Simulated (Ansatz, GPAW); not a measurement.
# Work function of Cl/Ti(0001) at several levels, part 2 of 2

How far do functional and basis move the work function of Cl/Ti(0001)?

GPAW 26.7.0 and Ansatz 0.2.0; Ansatz plane waves; slab in vacuum with a dipole correction, relaxation; PAW set soft_1 (the session's first sound run).

So far, upper work function (eV): step 2 (relaxing the atoms, PBE) 4.33; step 3 (plane waves, PBE) 4.32; step 4 (self-consistent run: xc = "RPBE") 4.20; step 5 (self-consistent run: xc = "vdW-DF2", GPAW, PAW setups, GPAW) 4.85; step 6 (OptPBE vdW: xc = "optPBE-vdW", GPAW, PAW setups, GPAW) 4.60.

## Step 7: Real-space grid: mode = "fd"

A real-space grid is a second complete basis, so it checks the plane-wave result.

run.py

```python
import json
import numpy as np
from ase import Atoms
from gpaw import GPAW

slab = Atoms(
    ['Ti', 'Ti', 'Ti', 'Ti', 'Cl'],
    positions=[
        [2.95000, 1.70318, 9.00000],
        [-0.00000, -0.00000, 11.34230],
        [2.95000, 1.70318, 13.70880],
        [-0.00000, -0.00000, 15.99972],
        [2.95000, 1.70318, 17.72271]],
    cell=[[2.95, 0.0, 0.0], [1.475, 2.55477, 0.0], [0.0, 0.0, 27.18726]],
    pbc=[True, True, False])

slab.calc = GPAW(mode='fd', h=0.18, xc='PBE', kpts={'size': (12, 12, 1), 'gamma': True},
                 occupations={'name': 'fermi-dirac', 'width': 0.1}, nbands='160%',
                 convergence={'density': 1e-05}, maxiter=200,
                 poissonsolver={'dipolelayer': 'xy'},
                 symmetry={'tolerance': 1e-3}, txt='slab.txt')
result = {}
energy = slab.get_potential_energy()
fermi = slab.calc.get_fermi_level()
v = slab.calc.get_electrostatic_potential().mean((0, 1)) - fermi
n = slab.calc.get_pseudo_density().mean((0, 1))
L = slab.cell[2, 2]
z = np.arange(len(v)) * L / len(v)
low, high = slab.positions[:, 2].min(), slab.positions[:, 2].max()
below, above = np.interp([low - 6.8, high + 6.8], z, v)
slopes = [np.interp(x, z, np.gradient(v, z)) for x in (low - 6.8, high + 6.8)]
eps = np.array([[slab.calc.get_eigenvalues(k, s) for k in range(len(slab.calc.get_ibz_k_points()))]
                for s in range(slab.calc.get_number_of_spins())]) - fermi
top, bottom = eps[eps < 0].max(), eps[eps > 0].min()
dipole = slab.get_dipole_moment()[2]
print(f'energy {energy:.4f} eV, Fermi level {fermi:.4f} eV, dipole {dipole:.5f} e A')
print(f'potential 6.8 A off the faces, from the Fermi level: lower {below:.4f} eV, upper {above:.4f} eV')
print(f'slope of the potential there: lower {slopes[0]:.5f}, upper {slopes[1]:.5f} eV/A')
print(f'nearest levels on the mesh: {top:.4f} and {bottom:.4f} eV')
print('magnetic moment', round(slab.get_magnetic_moment(), 3))
result.update(energy=energy, fermi=fermi, dipole=dipole, below=below, above=above, slopes=slopes, edges=[top, bottom],
              z=z.tolist(), v=v.tolist(), n=n.tolist(), positions=slab.positions.tolist(),
              forces=slab.get_forces(apply_constraint=False).tolist(), moments=slab.get_magnetic_moments().tolist())
json.dump(result, open('result.json', 'w'))
```

Started as:

```bash
> OMP_NUM_THREADS=1 OPENBLAS_NUM_THREADS=1 python run.py
```

Wall time 7.8 min (1 thread of Intel Xeon 6975P-C (Granite Rapids), shared host); peak memory 0.99 GiB.

This step gave:

```yaml
dipole_along_the_normal: 0.003578 e·Å
levels_nearest_the_fermi_level_on_the_mesh: -0.02239, 0.03287 eV from the Fermi level
upper_work_function: 4.320 eV
lower_work_function: 4.405 eV
```

The electrostatic potential energy of an electron (without an applied field's), less the Fermi level, planar mean oscillates, so the rows of the table below give means over windows of 2.33 Å about each position, cut where the curve ends. Its maxima inside the range that stand out by 2 % of the span (Å: eV): 10.1: -0.259, 12.5: -0.259, 14.8: -0.439, 17.0: -4.62. Its minima: 9.0: -19.6, 11.4: -19.5, 13.7: -19.4, 16.0: -19.8, 17.7: -23.4.

Electrostatic potential energy of an electron (without an applied field's), less the Fermi level, planar mean against z; means over each step:

```
z (Å)  electrostatic potential energy of an electron (without an applied field's), less the Fermi level, planar mean (eV)
 1.17                                                                                                                4.40
 3.50                                                                                                                4.40
 5.83                                                                                                                4.28
 8.16                                                                                                               -5.74
10.48                                                                                                               -8.20
12.82                                                                                                               -8.13
15.14                                                                                                               -8.64
17.48                                                                                                               -10.1
19.80                                                                                                                3.99
22.13                                                                                                                4.32
24.46                                                                                                                4.32
26.80                                                                                                                4.32
```

The upper face's work function is 4.320 eV, against 4.316 eV in the first plane-wave PBE run at this geometry.

## Step 8: Atomic orbitals: mode = "lcao"

Atom-centred orbitals end a few angstrom from the surface, which tests how much the density's tail matters.

Changes to run.py since step 7:

```diff
@@ -16,4 +16,4 @@
 
-slab.calc = GPAW(mode='fd', h=0.18, xc='PBE', kpts={'size': (12, 12, 1), 'gamma': True},
-                 occupations={'name': 'fermi-dirac', 'width': 0.1}, nbands='160%',
+slab.calc = GPAW(mode='lcao', basis='dzp', h=0.18, xc='PBE', kpts={'size': (12, 12, 1), 'gamma': True},
+                 occupations={'name': 'fermi-dirac', 'width': 0.1}, nbands='120%',
                  convergence={'density': 1e-05}, maxiter=200,
```

Elapsed: 20 min, on 1 thread; peak memory 0.41 GiB.

Numbers from this step:

| Property | Result |
| --- | --- |
| dipole along the normal | 0.004002 e·Å |
| levels nearest the Fermi level on the mesh | -0.02113, 0.03114 eV from the Fermi level |
| upper work function | 4.298 eV |
| lower work function | 4.394 eV |

The upper face's work function is 4.298 eV, against 4.316 eV in the first plane-wave PBE run at this geometry.

## Step 9: All levels side by side

Times are for 1 thread of Intel Xeon 6975P-C (Granite Rapids), shared host. The runs compared:

```
no.         run  upper work function (eV)  lower work function (eV)     time  memory (GiB)
  1          pw                     4.316                     4.408     87 s          0.24
  2        RPBE                     4.203                     4.298     77 s          0.23
  3     vdW DF2                     4.846                     4.625  2.6 min          0.37
  4  optPBE vdW                     4.600                     4.550     95 s          0.37
  5          fd                     4.320                     4.405  7.8 min          0.99
  6        lcao                     4.298                     4.394   20 min          0.41
```

## Step 10: A second plane-wave code

A second program with its own datasets checks the number independently.

This step: Ansatz plane waves; slab in vacuum with a dipole correction; PAW set soft_1 (Ansatz 0.2.0).

input.yaml

```yaml
crystal:
  lattice:
    - [2.95, 0.0, 0.0]
    - [1.475, 2.5547749412, 0.0]
    - [0.0, 0.0, 27.1872628553]
  atoms:
    - { symbol: Ti, position: [0.6666666667, 0.6666666667, 0.3310373703] }
    - { symbol: Ti, position: [0.0, 0.0, 0.417191685] }
    - { symbol: Ti, position: [0.6666666667, 0.6666666667, 0.5042362746] }
    - { symbol: Ti, position: [0.0, 0.0, 0.588500589] }
    - { symbol: Cl, position: [0.6666666667, 0.6666666667, 0.6518756524] }
kpoints:
  mp_grid: { grid: [12, 12, 1] }
hamiltonian:
  xc: pbe
  pseudopotentials: { kind: paw, azcp: { folder: soft_1 } }
scf:
  occupations: { method: fermi_dirac, width: 0.1 }
efield:
  axis: 3
  dipole_correction: true
  ramp_width: 0.05
output:
  forces: true
  write_potential: true
  write_density: true
  volumetric_format: npy
  elf: true
```

Started as:

```bash
> ansatz run input.yaml --threads 4 --pin off --max-ram 8192MiB --backend cpu --events-out ev --progress --plain --runs-dir out
```

Run time: 3.2 s. Hardware: 4 threads; peak memory 0.61 GiB.

This step gave:

| Property | Result |
| --- | --- |
| upper work function | 4.323 eV |
| lower work function | 4.404 eV |
| dipole along the normal | 0.003400 e·Å |
| dipole field | 0.003003 V/Å |
| vacuum level above | 7.069 eV |
| vacuum level below | 7.150 eV |

The electrostatic potential energy of an electron (with the applied field's), less the Fermi level, planar mean oscillates, so the rows of the table below give means over windows of 2.27 Å about each position, cut where the curve ends. Its maxima inside the range that stand out by 2 % of the span (Å: eV): 10.2: -0.183, 12.5: -0.315, 14.9: -0.427, 17.0: -5.12. Its minima: 8.9: -14.0, 11.3: -13.9, 13.7: -13.9, 16.0: -14.2, 17.7: -10.8.

Table of electrostatic potential energy of an electron (with the applied field's), less the Fermi level, planar mean by z; means over each step:

```
z (Å)  electrostatic potential energy of an electron (with the applied field's), less the Fermi level, planar mean (eV)
 1.14                                                                                                              4.40
 3.41                                                                                                              4.40
 5.68                                                                                                              4.32
 7.95                                                                                                             -3.09
10.22                                                                                                             -7.04
12.49                                                                                                             -6.98
14.76                                                                                                             -7.38
17.03                                                                                                             -9.60
19.30                                                                                                              2.59
21.57                                                                                                              4.32
23.84                                                                                                              4.32
26.11                                                                                                              4.33
```

The valence density, planar mean oscillates, so the rows of the table below give means over windows of 2.27 Å about each position, cut where the curve ends. Its maxima inside the range that stand out by 2 % of the span (Å: e/Å³): 9.1: 1.51, 11.3: 1.53, 13.7: 1.53, 16.0: 1.54, 17.6: 0.652. Its minima: 10.2: 0.191, 12.5: 0.186, 14.9: 0.201, 16.9: 0.375.

The valence density, planar mean by z; means over each step:

```
z (Å)  valence density, planar mean (e/Å³)
 3.41                               1.4e-5
 5.68                              0.00229
 7.95                                0.399
10.22                                0.656
12.49                                0.637
14.76                                0.691
17.03                                0.736
19.30                               0.0933
21.57                               5.8e-5
```

Force by atom:

```
atom  x (eV/Å)  y (eV/Å)  z (eV/Å)   size
 Ti1     0.000     0.000     0.546  0.546
 Ti2     0.000     0.000    -0.548  0.548
 Ti3     0.000     0.000     0.001  0.001
 Ti4     0.000     0.000    -0.002  0.002
 Cl5     0.000     0.000     0.002  0.002
```

ELF in the ca plane at fractional y = 0.667, with atoms of Ti and Cl within 0.2 Å of it. It is the smooth field of the valence electrons, not physical close to the nuclei.

Values, 5 rows by 16 columns, each cell a mean:
```
0.54 0.29 0.32 0.33 0.39 0.41 0.35 0.22 0.76 0.84 0.47 0.03 0.00 0.00 0.00 0.00
0.68 0.40 0.71 0.48 0.58 0.59 0.49 0.41 0.61 0.69 0.61 0.06 0.00 0.00 0.00 0.00
0.54 0.29 0.32 0.33 0.39 0.41 0.35 0.22 0.76 0.84 0.47 0.03 0.00 0.00 0.00 0.00
0.21 0.28 0.18 0.22 0.25 0.26 0.21 0.19 0.33 0.37 0.08 0.00 0.00 0.00 0.00 0.00
0.21 0.28 0.18 0.22 0.25 0.26 0.21 0.19 0.33 0.37 0.08 0.00 0.00 0.00 0.00 0.00
```
Columns run along c (16.0 Å, from fractional 0.33 to 0.91 of the cell), rows up along a (3.0 Å). Atoms in or near the plane, at fractional coordinates: Ti at (0.33, 0.67), Ti at (0.50, 0.67), Cl at (0.65, 0.67).

Electrostatic potential energy in the ca plane at fractional y = 0.667, with atoms of Ti and Cl within 0.2 Å of it. With pseudopotentials it is smooth inside the atoms' cores, unlike the true potential.

Ten even steps from '0' (-39 eV) to '9' (7 eV), each cell a mean:
```
22589888888742258888888533699999999999999999
00268999998510027899886100289999999999999999
00168999998400016899985000179999999999999999
00278999998510027898886200389999999999999999
33689887888753468887788645799999999999999999
78898865789887889876578888999999999999999999
88998754689998899875468999999999999999999999
77898866789887789876678888999999999999999999
```
Columns run along c (16.0 Å, from fractional 0.33 to 0.91 of the cell; values clipped at the 3rd and 97th percentile), rows up along a (3.0 Å). Atoms in or near the plane, at fractional coordinates: Ti at (0.33, 0.67), Ti at (0.50, 0.67), Cl at (0.65, 0.67).

Valence density in the ca plane at fractional y = 0.667, with atoms of Ti and Cl within 0.2 Å of it. It is the smooth field of the valence electrons, not physical close to the nuclei.

Ten steps, logarithmic in the rise over the least value, from '0' (0 e/Å³) to '9' (11 e/Å³), each cell a mean:
```
66422222222246642222223555421000000000000000
98632222222479863222224555531000000000000000
99732222222589973222234545541000000000000000
88632222222478863222224555531000000000000000
55322222222245532222223455420000000000000000
22222233322222222223322232210000000000000000
22222234322222222224432221100000000000000000
22222233222222222223322333210000000000000000
```
Columns run along c (16.0 Å, from fractional 0.33 to 0.91 of the cell), rows up along a (3.0 Å). Atoms in or near the plane, at fractional coordinates: Ti at (0.33, 0.67), Ti at (0.50, 0.67), Cl at (0.65, 0.67).

The upper face's work function is 4.323 eV, against 4.316 eV in the first plane-wave PBE run at this geometry.

## Step 11: Side by side

Results and costs are gathered.

This step: comparison of work functions, dipole and cost; PAW set soft_1 (GPAW 26.7.0).

Ladder, by row:

```
      step    code  work function, upper (eV)  work function, lower (eV)  dipole (e Å)  wall time (s)  peak memory (GiB)  threads
        pw    GPAW                      4.316                      4.408      0.003856          87.04               0.24        1
      RPBE    GPAW                      4.203                      4.298      0.003949             77               0.23        1
   vdW-DF2    GPAW                      4.846                      4.625     -0.009166          153.6               0.37        1
optPBE-vdW    GPAW                        4.6                       4.55     -0.002026          95.23               0.37        1
        fd    GPAW                       4.32                      4.405      0.003578          466.4               0.99        1
      lcao    GPAW                      4.298                      4.394      0.004002           1219               0.41        1
    ansatz  Ansatz                      4.323                      4.404        0.0034           3.17              0.615        4
```

## Step 12: A changed run

One more run, with changed settings.

This step: GPAW, PAW setups; slab in vacuum (GPAW 26.7.0).

Changes to run.py since step 8:

```diff
@@ -3,3 +3,3 @@
 from ase import Atoms
-from gpaw import GPAW
+from gpaw import GPAW, PW
 
@@ -16,5 +16,5 @@
 
-slab.calc = GPAW(mode='lcao', basis='dzp', h=0.18, xc='PBE', kpts={'size': (12, 12, 1), 'gamma': True},
-                 occupations={'name': 'fermi-dirac', 'width': 0.1}, nbands='120%',
-                 convergence={'density': 1e-05}, maxiter=200,
+slab.calc = GPAW(mode=PW(400), xc='pbe96', kpts={'size': (12, 12, 1), 'gamma': True},
+                 occupations={'name': 'fermi-dirac', 'width': 0.1}, nbands='160%',
+                 convergence={'density': 1e-05}, maxiter=75,
                  poissonsolver={'dipolelayer': 'xy'},
```

Started as:

```bash
> OMP_NUM_THREADS=1 OPENBLAS_NUM_THREADS=1 python run.py
```

Elapsed: 0.63 s, on 1 thread; peak memory 0.1 GiB.

The input was rejected at the start.

The program's message: “NameError: Unknown functional: pbe96.”

The change that led to it: xc = "pbe96".

## Step 13: What came out

```yaml
work_function_upper_and_lower_face: 4.316 and 4.408 eV
dipole_along_the_normal: 0.00386 e Å
```

**Reading.** With plane waves and PBE the work function is 4.32 eV on the upper face and 4.41 eV on the lower. The two faces differ by 0.092 eV, the step that the slab's dipole makes (e p/(ε0 A) gives 0.093 eV), so the dipole layer is needed. Over the sound runs of the table the upper face's work function spans 4.203 (RPBE) to 4.846 eV (vdW-DF2). The two plane-wave codes differ by 0.0067 eV on the upper face. The cell of 7.54 Å² holds one Cl, started on one chosen site; other sites and coverages weren't tried. The runs had no spin polarisation, so a magnetic state, which thin layers of d-metal atoms can have, wasn't tested. The in-plane lattice was kept as typed, which isn't the functional's own and leaves some strain; spin-orbit coupling and temperature are left out.

[Logs are printed without paths, hosts, clocks, repeated set-up lines and the standing remarks that a program may print on its own settings, such as how far it seeks lower states.]

[Hosts, paths, dates, database ids (printed as entryN), source tags and the programs' standing remarks are cut or masked in the printed files.]
